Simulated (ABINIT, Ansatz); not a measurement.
# CaC2 (Pnnm): bands and cutoff in G0W0 with ABINIT, part 2 of 2

What does each rung of G0W0 on CaC2 (Pnnm) cost, and what does it buy?

ABINIT 10.8.3; PBEsol and many-body steps on it, plane waves. Known limits of the many-body steps: not at the basis limit; coarse k mesh.

So far. Step 3 (Screening, 4×2×4 mesh, 46 bands, screening to 76.2 eV): Local fields lower ε∞ by 14 %. On a Γ-centred mesh this coarse the value itself is usually too large, while a short band sum pulls it down. Step 4 (46 bands, 76.2 eV): The gap on the mesh goes from 2.78 eV to 4.83 eV, a correction of +2.05 eV.

## Step 6: 111 bands, 141.5 eV

This step: G0W0 on PBEsol, plane waves, norm-conserving pseudopotentials.

File run.abi:

```
acell 3*1.0 Angstrom
rprim 
  4.407233000000 0.000000000000 0.000000000000
  0.000000000000 5.904349000000 0.000000000000
  0.000000000000 0.000000000000 3.897343000000
ntypat 2
znucl 20 6
natom 6
typat 1 1 2 2 2 2
xred 
  -0.000000000000 -0.000000000000 0.000000000000
  0.500000000000 0.500000000000 0.500000000000
  0.886657000000 0.564468000000 0.000000000000
  0.613343000000 0.064468000000 0.500000000000
  0.386657000000 0.935532000000 0.500000000000
  0.113343000000 0.435532000000 0.000000000000
pp_dirpath "pseudos"
pseudos "Ca.upf, C.upf"
ecut 37
ngkpt 4 2 4
nshiftk 1
shiftk 0 0 0
kptopt 1
chksymbreak 0
istwfk *1
occopt 1
irdwfk 1
optdriver 4
nband 111
gwcalctyp 0
ecutsigx 37
symsigma 1
nkptgw 2
kptgw 
  0.5000000000 0.0000000000 0.0000000000
  0.0000000000 0.0000000000 0.0000000000
bdgw 
  17 20
  17 20
ecuteps 5.2
irdscr 1
ppmodel 1
indata_prefix "in"
outdata_prefix "out"
tmpdata_prefix "tmp"
```

On the command line:

```console
OMP_NUM_THREADS=1 mpirun -n 8 abinit run.abi > log
```

Numbers of over 12 decimals in the logs are rounded to 6 here.

The program printed:

```text
.Version 10.8.3 of ABINIT. v10.8.2 released Aug 2026.

 Symmetries : space group Pn n m (# 58); Bravais oP (primitive ortho.)
[... echo of the input left out ...]
== DATASET  1 ==================================================================
-   mpi_nproc: 8, omp_nthreads: 1 (-1 if OMP is not activated)

--- !DatasetInfo
iteration_state: {dtset: 1, }
dimensions: {natom: 6, nkpt: 18, mband: 111, nsppol: 1, nspinor: 1, nspden: 1, mpw: 7400, }
cutoff_energies: {ecut:  37.0, pawecutdg:  -1.0, }
electrons: {nelect:   3.60000000E+01, charge:   0.00000000E+00, occopt:   1.00000000E+00, tsmear:   1.00000000E-02, }

 SIGMA: Calculation of the GW corrections

 Based on a program developped by R.W. Godby, V. Olevano, G. Onida, and L. Reining.
 Incorporated in ABINIT by V. Olevano, G.-M. Rignanese, and M. Torrent.
.Using double precision arithmetic ; gwpc =  8

[... cell and pseudopotentials left out ...]
--------------------------------------------------------------------------------

 ==== K-mesh for the wavefunctions ====
 Number of points in the irreducible wedge :    18
[... list of points left out ...]
 Together with  8 symmetry operations and time-reversal symmetry
 yields    32 points in the full Brillouin Zone.

 ==== Q-mesh for screening function ====
 Number of points in the irreducible wedge :    18
[... list of points left out ...]
 Together with  8 symmetry operations and time-reversal symmetry
 yields    32 points in the full Brillouin Zone.

 vcoul_init : cutoff-mode = AUXILIARY_FUNCTION
 q-points for optical limit:   1
     1)      0.000010    0.000020    0.000030
 setmesh: FFT mesh size selected  =    54x   72x   48
          total number of points  =       186624

 Number of electrons calculated from density =   36.0000; Expected =   36.0000
[...]
number of omega for Sigma on real axis              0
 max omega for Sigma on real axis  [eV]           0.00
 zcut for avoiding poles [eV]                     0.10

 EPSILON^-1 parameters (SCR file):
 dimension of the eps^-1 matrix on file            397
 dimension of the eps^-1 matrix used               397
 number of plane-waves for wavefunctions          7325
 number of bands                                   111
 number of q-points in IBZ                          18
 number of frequencies                               2
 number of real frequencies                          1
 number of imag frequencies                          1

 matrix elements of self-energy operator (all in [eV])

 Perturbative Calculation

--- !SelfEnergy_ee
iteration_state: {dtset: 1, }
kpoint     : [   0.500,    0.000,    0.000, ]
spin       : 1
KS_gap     :    5.062
QP_gap     :    7.556
Delta_QP_KS:    2.494
data: !SigmaeeData |
     Band     E0 <VxcDFT>   SigX SigC(E0)      Z dSigC/dE  Sig(E)    E-E0       E
       17   2.203 -14.421 -18.132   2.920   0.778  -0.286 -15.036  -0.614   1.588
       18   2.203 -14.421 -18.132   2.920   0.778  -0.286 -15.036  -0.614   1.588
       19   7.265 -13.407  -7.571  -3.491   0.801  -0.248 -11.527   1.880   9.144
[...]
--- !SelfEnergy_ee
iteration_state: {dtset: 1, }
kpoint     : [   0.000,    0.000,    0.000, ]
spin       : 1
KS_gap     :    3.126
QP_gap     :    5.275
Delta_QP_KS:    2.149
data: !SigmaeeData |
     Band     E0 <VxcDFT>   SigX SigC(E0)      Z dSigC/dE  Sig(E)    E-E0       E
[...]
19   4.978 -11.209  -6.434  -3.008   0.818  -0.222  -9.763   1.446   6.424
       20   5.606 -12.814  -7.405  -3.122   0.812  -0.231 -10.956   1.857   7.463

== END DATASET(S) ==============================================================
================================================================================

 -outvars: echo values of variables after computation  --------
           etotal      0.0000000000E+00
            nband         111
             nkpt          18
          spgroup          58
 [... the other variables as echoed above ...]

 Calculation completed.
```

Wall time 33 s (8 MPI ranks of Intel Xeon Platinum 8375C at 2.90GHz (Ice Lake), shared host); peak memory 4.3 GiB; 4.4 min of CPU time.

This step gave:

```
G0W0 gap on the points computed              : 4.836 eV
starting gap on the mesh                     : 2.775 eV
k of the valence top                         : 0.5, 0, 0
k of the conduction bottom                   : 0, 0, 0
Z at the valence top                         : 0.778
Z at the conduction bottom                   : 0.818
least direct G0W0 gap on the computed points : 5.275 eV
```

Against G0W0 in ABINIT (4×2×4 mesh, 46 bands, screening to 76.2 eV, Godby-Needs plasmon pole), the gap moves by +0.009 eV.

## Step 7: Screening, 4×2×4 mesh, 248 bands, screening to 217.7 eV

This step: RPA screening on PBEsol, plane waves, norm-conserving pseudopotentials.

run.abi: that of step 6 with these lines changed.

```diff
@@ -27,17 +27,8 @@
 irdwfk 1
-optdriver 4
-nband 111
-gwcalctyp 0
-ecutsigx 37
-symsigma 1
-nkptgw 2
-kptgw 
-  0.5000000000 0.0000000000 0.0000000000
-  0.0000000000 0.0000000000 0.0000000000
-bdgw 
-  17 20
-  17 20
-ecuteps 5.2
-irdscr 1
-ppmodel 1
+optdriver 3
+nband 248
+ecuteps 8
+inclvkb 2
+awtr 1
+symchi 1
 indata_prefix "in"
```

The program printed:

```text
.Version 10.8.3 of ABINIT. v10.8.2 released Aug 2026.

 Symmetries : space group Pn n m (# 58); Bravais oP (primitive ortho.)
[... echo of the input left out ...]
== DATASET  1 ==================================================================
-   mpi_nproc: 8, omp_nthreads: 1 (-1 if OMP is not activated)

--- !DatasetInfo
iteration_state: {dtset: 1, }
dimensions: {natom: 6, nkpt: 18, mband: 248, nsppol: 1, nspinor: 1, nspden: 1, mpw: 7400, }
cutoff_energies: {ecut:  37.0, pawecutdg:  -1.0, }
[...]
--------------------------------------------------------------------------------
[... chi0 elements left out ...]
 For q-point:  0.000010 0.000020 0.000030
  dielectric constant =   3.4074
  dielectric constant without local fields =   4.0149

  Average fulfillment of the sum rule on Im[epsilon] for q-point    1 :     77.78  [%]
[... wings left out ...]
  q-point number  2        q = ( 0.250000, 0.000000, 0.000000) [r.l.u.]
--------------------------------------------------------------------------------
[... chi0 elements left out ...]
  Average fulfillment of the sum rule on Im[epsilon] for q-point    2 :     82.75  [%]

 [... 16 further q-points ...]
```

It took 18 min on 8 MPI ranks; peak memory 7 GiB; 2.4 h of CPU time.

Numbers from this step:

* ε∞ with local fields, on this mesh, along the program's q direction: 3.407
* the same without local fields: 4.015
* plasma frequency: 22.12 eV
* plane waves in the screening matrix: 737

## Step 8: 248 bands, 217.7 eV

This step: G0W0 on PBEsol, plane waves, norm-conserving pseudopotentials.

run.abi: that of step 7 with these lines changed.

```diff
@@ -27,8 +27,17 @@
 irdwfk 1
-optdriver 3
+optdriver 4
 nband 248
+gwcalctyp 0
+ecutsigx 37
+symsigma 1
+nkptgw 2
+kptgw 
+  0.5000000000 0.0000000000 0.0000000000
+  0.0000000000 0.0000000000 0.0000000000
+bdgw 
+  17 20
+  17 20
 ecuteps 8
-inclvkb 2
-awtr 1
-symchi 1
+irdscr 1
+ppmodel 1
 indata_prefix "in"
```

The program printed:

```text
.Version 10.8.3 of ABINIT. v10.8.2 released Aug 2026.

 Symmetries : space group Pn n m (# 58); Bravais oP (primitive ortho.)
[... echo of the input left out ...]
== DATASET  1 ==================================================================
-   mpi_nproc: 8, omp_nthreads: 1 (-1 if OMP is not activated)

--- !DatasetInfo
iteration_state: {dtset: 1, }
dimensions: {natom: 6, nkpt: 18, mband: 248, nsppol: 1, nspinor: 1, nspden: 1, mpw: 7400, }
cutoff_energies: {ecut:  37.0, pawecutdg:  -1.0, }
[...]
Band     E0 <VxcDFT>   SigX SigC(E0)      Z dSigC/dE  Sig(E)    E-E0       E
[...]
19   4.978 -11.209  -6.434  -3.333   0.816  -0.225 -10.032   1.177   6.154
       20   5.606 -12.814  -7.405  -3.520   0.810  -0.235 -11.285   1.529   7.135

== END DATASET(S) ==============================================================
================================================================================

 -outvars: echo values of variables after computation  --------
           etotal      0.0000000000E+00
            nband         248
             nkpt          18
          spgroup          58
 [... the other variables as echoed above ...]

 Calculation completed.
```

It took 3 min on 8 MPI ranks; peak memory 9.6 GiB.

This step gave:

| Property | Result |
| --- | --- |
| G0W0 gap on the points computed | 4.883 eV |
| starting gap on the mesh | 2.775 eV |
| k of the valence top | 0.5, 0, 0 |
| k of the conduction bottom | 0, 0, 0 |
| least direct G0W0 gap on the computed points | 5.313 eV |

Against G0W0 in ABINIT (4×2×4 mesh, 111 bands, screening to 141.5 eV, Godby-Needs plasmon pole), the gap moves by +0.047 eV.

## Step 9: The runs together

Times are wall times on 8 MPI ranks of Intel Xeon Platinum 8375C at 2.90GHz (Ice Lake), shared host, good to a factor of about two. A run's time includes the screening step that it read.

| run | mesh | bands | screening cutoff (eV) | DFT gap (eV) | gap on the mesh (eV) | direct (eV) | ε∞ used | time |
| --- | --- | --- | --- | --- | --- | --- | --- | --- |
| 46 bands, 76.2 eV | 4×2×4 | 46 | 76.2 | 2.775 | 4.827 | 5.294 | 3.39 | 84 s |
| 111 bands, 141.5 eV | 4×2×4 | 111 | 141.5 | 2.775 | 4.836 | 5.275 | 3.40 | 5.5 min |
| 248 bands, 217.7 eV | 4×2×4 | 248 | 217.7 | 2.775 | 4.883 | 5.313 | 3.41 | 21 min |

## Step 10: Summary of results

```yaml
46_bands_76p2_ev: 4.827 eV
111_bands_141p5_ev: 4.836 eV
248_bands_217p7_ev: 4.883 eV
known_limits: not at the basis limit; coarse k mesh
```

In words: From the first rung to the last the gap moves by +0.06 eV for 15 times the time. The steps are not yet shrinking, so no limit is drawn. In the first G0W0 run levels were corrected at 2 k points alone, so a gap called «on the mesh» is the least over those, and an edge elsewhere would be missed. The 4×2×4 mesh is coarse for this cell, which bears on the long-range parts of exchange and screening.

[Paths, hosts, dates, memory and timing lines, banners, echoed tables and standing remarks are left out of the program output.]

[Logs are printed without paths, hosts, clocks, repeated set-up lines and the standing remarks that a program may print on its own settings, such as how far it seeks lower states.]

[Runs of the session that timed out or met a known fault of the program may be left out.]

[No measured gap is set beside runs whose start may be inverted or whose files or cutoffs have a known fault.]

[Hosts, paths, dates, database ids (printed as entryN), source tags and the programs' standing remarks are cut or masked in the printed files.]

[G0W0 gaps are taken among the corrected bands and points alone; a level outside them can change the order at an edge.]

[Where Ansatz stands beside ABINIT at settings called matched, ABINIT's density can come from a denser mesh and the files from another edition; pairs whose starting gaps differed by over 0.03 eV were left out, so agreement reads better than it is.]
